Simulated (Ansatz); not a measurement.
Rows from a G0W0 calculation on WSeS (layered bulk) (P6_3mc) (Ansatz 0.2.0; G0W0 on PBEsol, plane waves, PAW; PAW set soft_1; 9×9×2 mesh, 438 empty bands, screening to 150 eV, PAW set soft_1 files), in eV. Spin-orbit coupling is left out.

The structure was built from a prototype and need not be the compound's stable phase.

```csv
row,k,band,start,Σx,Σc at the solution,Vxc
A,Γ,v2,12.751,-18.533,1.369,-16.766
B,Γ,c1,15.958,-13.887,-4.277,-18.389
C,Γ,v1,13.621,-19.466,0.253,-19.071
D,"(0.111, 0.222, 0.000)",c1,14.370,-13.506,-3.726,-17.443
E,"(0.111, 0.222, 0.000)",c2,15.409,-14.307,-4.246,-18.818
F,"(0.111, 0.222, 0.000)",v1,12.160,-19.348,1.256,-17.840
```

Work out each quasiparticle level and how far it moved.

The quasiparticle equation reads E = start + Σx + Σc(E) − Vxc.

```csv
row,E (eV),shift (eV)
A,12.353,−0.398
B,16.183,+0.226
C,13.479,−0.142
D,14.581,+0.211
E,15.674,+0.265
F,11.910,−0.250
```

The gap over the computed points goes from 0.75 eV to 1.10 eV.

Limits: not at the basis limit; no spin-orbit coupling.

[Paths, hosts, dates, memory and timing lines, banners, echoed tables and standing remarks are left out of the program output.]

[Logs are printed without paths, hosts, clocks, repeated set-up lines and the standing remarks that a program may print on its own settings, such as how far it seeks lower states.]

[Runs of the session that timed out or met a known fault of the program may be left out.]

[Cells called generated may have been cut or substituted from an entry of the Crystallography Open Database or the Materials Project.]

[Hosts, paths, dates, database ids (printed as entryN), source tags and the programs' standing remarks are cut or masked in the printed files.]
